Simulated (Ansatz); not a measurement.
Si3N4 (P6_3/m), computed twice by G0W0.

It takes space group P6_3/m (No. 176, hexagonal). Conventional cell: a = 7.604 Å, b = 7.604 Å, c = 2.906 Å, α = 90.00°, β = 90.00°, γ = 120.00°. Nearest to Si lie 4 N at 1.73 to 1.74 Å. Nearest to N lie 3 Si at 1.74 Å. Nearest to N lie 3 Si at 1.73 Å. Farther neighbours and most contacts between anions are not listed.

```
Si N
1.0
     7.60440    0.00000    0.00000
    -3.80220    6.58560    0.00000
     0.00000    0.00000    2.90630
Si N
6 8
Direct
  0.76848 0.17456 0.25000
  0.59392 0.76848 0.75000
  0.82544 0.59392 0.25000
  0.23152 0.82544 0.75000
  0.40608 0.23152 0.25000
  0.17456 0.40608 0.75000
  0.03050 0.33024 0.25000
  0.70026 0.03050 0.75000
  0.66976 0.70026 0.25000
  0.96950 0.66976 0.75000
  0.29974 0.96950 0.25000
  0.33024 0.29974 0.75000
  0.66667 0.33333 0.25000
  0.33333 0.66667 0.75000
```

The cell and positions come from the Crystallography Open Database and are kept as given unless a step says otherwise.

The first (Ansatz 0.2.0; start PBE, 3×3×4 mesh, 116 empty bands, screening to 50 eV, PAW set soft_1 files; 1 × NVIDIA H100 80GB HBM3 (shared by 6 runs) with 3 threads of AMD EPYC 7R13 (Zen 3), shared host) gave, on its mesh: starting gap 4.39 eV, G0W0 gap 5.86 eV, RPA ε∞ (mean) 4.17, 11 s.

The second gave: starting gap 4.39 eV, G0W0 gap 5.79 eV, RPA ε∞ (mean) 4.18, 39 s.

**Question.** What was changed in the input? Choose among start, files, mesh, bands and cutoff, frequency model or another key.

Changed: empty bands from 116 to 607. The starting gap stayed, which rules out the functional and points to the GW step. Other changes could give like numbers; this is the one that was made.

Limits: not at the basis limit; coarse k mesh.

[Paths, hosts, dates, memory and timing lines, banners, echoed tables and standing remarks are left out of the program output.]

[Logs are printed without paths, hosts, clocks, repeated set-up lines and the standing remarks that a program may print on its own settings, such as how far it seeks lower states.]

[Runs of the session that timed out or met a known fault of the program may be left out.]

[Cells called generated may have been cut or substituted from an entry of the Crystallography Open Database or the Materials Project.]

[Hosts, paths, dates, database ids (printed as entryN), source tags and the programs' standing remarks are cut or masked in the printed files.]
